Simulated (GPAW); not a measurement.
```xyz
3
Lattice="-1.934 1.934 3.202 1.934 -1.934 3.202 1.934 1.934 -3.202" Properties=species:S:1:pos:R:3 pbc="T T T" subject="CaC2 (I4/mmm): G0W0 with GPAW, start to end" method="DFT, LDA, plane waves, PAW (and 1 further level or step)" program="GPAW 26.7.0" settings="cutoff 600 eV, GPAW PAW setups 1.2.1 data release, 4×4×4 k-mesh, nbands 118" cost="4 runs, 1.8 min in all on 4 MPI ranks of Intel Xeon Platinum 8223CL at 3.00GHz (Skylake/Cascade Lake), shared host" notes="The cell and positions are those that the Materials Project relaxed with its own functionals (PBE, PBE+U or r2SCAN), kept fixed. The 4×4×4 mesh is coarse for this cell, which bears on the long-range parts of exchange and screening." lda_gap="1.18 eV, indirect" g0w0_gap_on_the_mesh="3.02 eV" gw_settings="4×4×4 mesh, 108 bands, screening to 100 eV, Godby-Needs plasmon pole" known_limits="short of the basis limit; coarse k mesh"
Ca    0.000    0.000    0.000
C     0.000    0.000    3.829
C     0.000    0.000    2.575
```

[Long decimals in the printed logs are rounded to 6 places.]

[Logs are printed without paths, hosts, clocks, repeated set-up lines and the standing remarks that a program may print on its own settings, such as how far it seeks lower states.]

[Paths, hosts, dates, memory and timing lines, banners, echoed tables and standing remarks are left out of the program output; an Ansatz launch command may be rebuilt from the run's recorded settings. Measured values are a selection of at most five: reports struck by readers or far from the other reports are left out. None is set beside runs whose start may be inverted or whose files or cutoffs have a known fault.]

[Runs of the session that timed out or met a known fault of the program may be left out.]

[Hosts, paths, dates, database ids (printed as entryN), source tags and the programs' standing remarks are cut or masked in the printed files.]

[Where the starting crystal was built by hand or by swapping elements, it need not be the compound's stable phase.]
